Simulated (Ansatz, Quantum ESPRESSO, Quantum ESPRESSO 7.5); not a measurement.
## Evanescent states of NaCl, rock salt type, lattice constant set to 5.809 Å

Wanted: the complex band structure of NaCl, rock salt type, lattice constant set to 5.809 Å, as for a tunnel barrier.

Main program and level: Quantum ESPRESSO 7.5; plane-wave DFT, LDA, PseudoDojo norm-conserving pseudopotentials (cross-check by Ansatz 0.2.0 with PAW datasets).

## (1) The starting structure

Symmetry: Fm-3m, No. 225, cubic system. Conventional cell: a = 5.809 Å, b = 5.809 Å, c = 5.809 Å, α = 90.00°, β = 90.00°, γ = 90.00°. Nearest to Na lie 6 Cl at 2.90 Å. Cl has 6 Na at 2.90 Å nearest. Farther neighbours and most contacts between anions are not listed.

Coordinates:

```cif
data_structure
_symmetry_space_group_name_H-M 'Fm-3m'
_symmetry_Int_Tables_number 225
_cell_length_a 5.8090
_cell_length_b 5.8090
_cell_length_c 5.8090
_cell_angle_alpha 90.000
_cell_angle_beta 90.000
_cell_angle_gamma 90.000
_cell_volume 196.02
loop_
_atom_site_label
_atom_site_type_symbol
_atom_site_symmetry_multiplicity
_atom_site_Wyckoff_symbol
_atom_site_fract_x
_atom_site_fract_y
_atom_site_fract_z
_atom_site_occupancy
Na1 Na 4 a 0.00000 0.00000 0.00000 1
Cl1 Cl 4 b 0.00000 0.50000 0.00000 1
```

## (2) Self-consistent run

pwcond needs a cell whose third axis lies along the current and stands perpendicular to the other two.

Contents of scf.in:

```
&control
  prefix = 'scf'
  outdir = './out'
  pseudo_dir = './pseudo'
  calculation = 'scf'
  tprnfor = .true.
/
&system
  ibrav = 0
  nat = 4
  ntyp = 2
  ecutwfc = 76
  ecutrho = 304
  occupations = 'fixed'
  nbnd = 20
/
&electrons
  conv_thr = 1e-09
  mixing_beta = 0.6
  electron_maxstep = 120
/
ATOMIC_SPECIES
  Na  22.9898  Na.dojo-sr-lda-0.4.1-standard.upf
  Cl  35.4500  Cl.dojo-sr-lda-0.4.1-standard.upf
CELL_PARAMETERS angstrom
  4.10758329191265 0.00000000000000 0.00000000000000
  0.00000000000000 4.10758329191265 0.00000000000000
  0.00000000000000 0.00000000000000 5.80900000000000
ATOMIC_POSITIONS crystal
  Na  0.000000000000 0.000000000000 0.000000000000
  Cl  0.500000000000 0.500000000000 0.000000000000
  Na  0.500000000000 0.500000000000 0.500000000000
  Cl  0.000000000000 0.000000000000 0.500000000000
K_POINTS automatic
  6 6 6 0 0 0
```

Run with:

```console
$ OMP_NUM_THREADS=1 mpirun -n 2 pw.x -nk 2 -in scf.in > scf.out
```

What it wrote:

```text
Program PWSCF v.7.5 starts
[citation notice left out]

     Parallel version (MPI & OpenMP), running on       2 processor cores
     Number of MPI processes:                 2
     Threads/MPI process:                     1

     MPI processes distributed on     1 nodes
[...]
Current dimensions of program PWSCF are:
     Max number of different atomic species (ntypx) = 10
     Max number of k-points (npk) =  40000
     Max angular momentum in pseudopotentials (lmaxx) =  4
     Found identity + ( -0.5000 -0.5000 -0.5000) symmetry
     This is a supercell, fractional translations are disabled
     Message from routine setup:
     using ibrav=0 with symmetry is DISCOURAGED, use correct ibrav instead

     K-points division:     npool     =       2
     Subspace diagonalization in iterative solution of the eigenvalue problem:
     a serial algorithm will be used

     G-vector sticks info
     --------------------
     sticks:   dense  smooth     PW     G-vecs:    dense   smooth      PW
     Sum        1457    1457    421                59157    59157    9189

     Using Slab Decomposition

     bravais-lattice index     =            0
     lattice parameter (alat)  =       7.7622  a.u.
     unit-cell volume          =     661.4100 (a.u.)^3
     number of atoms/cell      =            4
     number of atomic types    =            2
     number of electrons       =        32.00
     number of Kohn-Sham states=           20
     kinetic-energy cutoff     =      76.0000  Ry
     charge density cutoff     =     304.0000  Ry
     scf convergence threshold =      1.0E-09
     mixing beta               =       0.6000
     number of iterations used =            8  plain     mixing
     Exchange-correlation= SLA  PW   NOGX NOGC
                           (   1   4   0   0   0   0   0)

     celldm(1)=   7.762207  celldm(2)=   0.000000  celldm(3)=   0.000000
     celldm(4)=   0.000000  celldm(5)=   0.000000  celldm(6)=   0.000000

     crystal axes: (cart. coord. in units of alat)
               a(1) = (   1.000000   0.000000   0.000000 )
               a(2) = (   0.000000   1.000000   0.000000 )
               a(3) = (   0.000000   0.000000   1.414214 )

     reciprocal axes: (cart. coord. in units 2 pi/alat)
               b(1) = (  1.000000  0.000000  0.000000 )
               b(2) = (  0.000000  1.000000  0.000000 )
               b(3) = (  0.000000  0.000000  0.707107 )

     PseudoPot. # 1 for Na read from file:
     ./pseudo/Na.dojo-sr-lda-0.4.1-standard.upf
     Pseudo is Norm-conserving, Zval =  9.0
     Generated using ONCVPSP code by D. R. Hamann
     Using radial grid of 1968 points,  4 beta functions with:
                l(1) =   0
                l(2) =   0
                l(3) =   1
                l(4) =   1

     PseudoPot. # 2 for Cl read from file:
     ./pseudo/Cl.dojo-sr-lda-0.4.1-standard.upf
     Pseudo is Norm-conserving + core correction, Zval =  7.0
     Generated using ONCVPSP code by D. R. Hamann
     Using radial grid of 1016 points,  6 beta functions with:
                l(1) =   0
                l(2) =   0
                l(3) =   1
                l(4) =   1
                l(5) =   2
                l(6) =   2

     atomic species   valence    mass     pseudopotential
     Na                9.00    22.98980     Na( 1.00)
     Cl                7.00    35.45000     Cl( 1.00)

     16 Sym. Ops., with inversion, found

   Cartesian axes

     site n.     atom                  positions (alat units)
         1        Na     tau(   1) = (   0.0000000   0.0000000   0.0000000  )
         2        Cl     tau(   2) = (   0.5000000   0.5000000   0.0000000  )
         3        Na     tau(   3) = (   0.5000000   0.5000000   0.7071068  )
         4        Cl     tau(   4) = (   0.0000000   0.0000000   0.7071068  )

     number of k points=    40
                       cart. coord. in units 2pi/alat
        k(    1) = (   0.0000000   0.0000000   0.0000000), wk =   0.0092593
        k(    2) = (   0.0000000   0.0000000   0.1178511), wk =   0.0185185
        k(    3) = (   0.0000000   0.0000000   0.2357023), wk =   0.0185185
        k(    4) = (   0.0000000   0.0000000  -0.3535534), wk =   0.0092593
        k(    5) = (   0.0000000   0.1666667   0.0000000), wk =   0.0370370
        k(    6) = (   0.0000000   0.1666667   0.1178511), wk =   0.0740741
        k(    7) = (   0.0000000   0.1666667   0.2357023), wk =   0.0740741
        k(    8) = (   0.0000000   0.1666667  -0.3535534), wk =   0.0370370
        k(    9) = (   0.0000000   0.3333333   0.0000000), wk =   0.0370370
        k(   10) = (   0.0000000   0.3333333   0.1178511), wk =   0.0740741
[...]
k(   40) = (  -0.5000000  -0.5000000  -0.3535534), wk =   0.0092593

     Dense  grid:    59157 G-vectors     FFT dimensions: (  45,  45,  64)

     Estimated max dynamical RAM per process >     100.52 MB

     Estimated total dynamical RAM >     186.60 MB

     Initial potential from superposition of free atoms

     starting charge      31.9889, renormalised to      32.0000
     Starting wfcs are   18 randomized atomic wfcs +    2 random wfcs

     total cpu time spent up to now is        1.7 secs

     per-process dynamical memory:    81.1 Mb

     Self-consistent Calculation

     iteration #  1     ecut=    76.00 Ry     beta= 0.60
     Davidson diagonalization with overlap
     ethr =  1.00E-02,  avg # of iterations =  4.7

     Threshold (ethr) on eigenvalues was too large:
     Diagonalizing with lowered threshold

     Davidson diagonalization with overlap
     ethr =  3.06E-04,  avg # of iterations =  2.2

     total cpu time spent up to now is        9.9 secs

     total energy              =    -248.55131839 Ry
     estimated scf accuracy    <       0.09496866 Ry

     iteration #  2     ecut=    76.00 Ry     beta= 0.60
[...]
total energy              =    -248.57531156 Ry
     estimated scf accuracy    <       0.01203654 Ry

     iteration #  3     ecut=    76.00 Ry     beta= 0.60
[...]
total energy              =    -248.57726781 Ry
     estimated scf accuracy    <       0.00068652 Ry

     iteration #  4     ecut=    76.00 Ry     beta= 0.60
[...]
total energy              =    -248.57729558 Ry
     estimated scf accuracy    <       0.00000633 Ry

     iteration #  5     ecut=    76.00 Ry     beta= 0.60
[...]
total energy              =    -248.57729715 Ry
     estimated scf accuracy    <       0.00000045 Ry

     iteration #  6     ecut=    76.00 Ry     beta= 0.60
[...]
total energy              =    -248.57729725 Ry
     estimated scf accuracy    <       0.00000009 Ry

     iteration #  7     ecut=    76.00 Ry     beta= 0.60
[...]
total energy              =    -248.57729726 Ry
     estimated scf accuracy    <          6.7E-09 Ry

     iteration #  8     ecut=    76.00 Ry     beta= 0.60
[...]
End of self-consistent calculation

          k = 0.0000 0.0000 0.0000 (  7387 PWs)   bands (ev):

   -48.3009 -48.3002 -20.8085 -20.7998 -20.7998 -20.7941 -20.7941 -20.7941
   -12.2310 -11.9189  -1.3265  -0.3534  -0.3534   0.1862   0.1862   0.1862
     4.5711   7.0860   7.9608  10.5166

          k = 0.0000 0.0000 0.1179 (  7399 PWs)   bands (ev):

   -48.3009 -48.3003 -20.8078 -20.7994 -20.7994 -20.7955 -20.7945 -20.7945
   -12.2083 -11.9378  -1.2713  -0.3208  -0.3208   0.0068   0.1459   0.1459
     4.8704   7.1419   8.0736  10.2326

          k = 0.0000 0.0000 0.2357 (  7366 PWs)   bands (ev):

   -48.3008 -48.3004 -20.8059 -20.7986 -20.7984 -20.7984 -20.7955 -20.7955
   -12.1475 -11.9911  -1.0971  -0.3900  -0.2295  -0.2295   0.0393   0.0393
     5.6055   7.0632   8.4087   9.6726

          k = 0.0000 0.0000-0.3536 (  7310 PWs)   bands (ev):

   -48.3006 -48.3005 -20.8025 -20.8024 -20.7968 -20.7968 -20.7968 -20.7968
   -12.0674 -12.0674  -0.7942  -0.7942  -0.0989  -0.0989  -0.0989  -0.0989
     6.4671   6.4671   8.9537   8.9537

          k = 0.0000 0.1667 0.0000 (  7407 PWs)   bands (ev):

   -48.3008 -48.3002 -20.8074 -20.8023 -20.7991 -20.7972 -20.7949 -20.7943
   -12.1868 -11.9145  -1.2190  -0.6041  -0.3083  -0.1897   0.1024   0.1615
     5.1320   7.4803   8.3208  10.2278

          k = 0.0000 0.1667 0.1179 (  7390 PWs)   bands (ev):

   -48.3008 -48.3003 -20.8076 -20.8011 -20.7990 -20.7988 -20.7946 -20.7945
   -12.1665 -11.9304  -1.2167  -0.5231  -0.3740  -0.2795   0.1270   0.1270
     5.3563   7.5218   8.4146   9.9299

[...]
highest occupied, lowest unoccupied level (ev):     0.1862    4.5711

!    total energy              =    -248.57729726 Ry
     estimated scf accuracy    <          1.7E-10 Ry

     The total energy is the sum of the following terms:
     one-electron contribution =    -155.13052521 Ry
     hartree contribution      =      84.74549737 Ry
     xc contribution           =     -44.58373917 Ry
     ewald contribution        =    -133.60853025 Ry

     convergence has been achieved in   8 iterations

     Forces acting on atoms (cartesian axes, Ry/au):

     atom    1 type  1   force =     0.00000000    0.00000000    0.00000000
     atom    2 type  2   force =     0.00000000    0.00000000    0.00000000
     atom    3 type  1   force =     0.00000000    0.00000000    0.00000000
     atom    4 type  2   force =     0.00000000    0.00000000    0.00000000

     Total force =     0.000000     Total SCF correction =     0.000000

[...]
=------------------------------------------------------------------------------=
   JOB DONE.
=------------------------------------------------------------------------------=
```

Run time: 41 s. Hardware: 2 MPI ranks of Arm Neoverse V1, shared host; peak memory 0.26 GiB.

Read from the output:

```
free energy                          : -3382.0664 eV
valence top, on the run's zero       : 0.1862 eV
conduction bottom, on the run's zero : 4.571 eV
gap by band count                    : 4.385 eV
```

The run needed 8 iterations to bring the estimated error under 1e-09 Ry.

(Continued in part 2 of 4.)

[Logs are printed without paths, hosts, clocks, repeated set-up lines and the standing remarks that a program may print on its own settings, such as how far it seeks lower states.]

[Hosts, paths, dates, database ids (printed as entryN), source tags and the programs' standing remarks are cut or masked in the printed files.]

[Maps of the electrostatic potential energy from Ansatz leave out the sawtooth potential of an applied field or a dipole correction, so their vacuum need not be flat; planar profiles and work functions include it.]
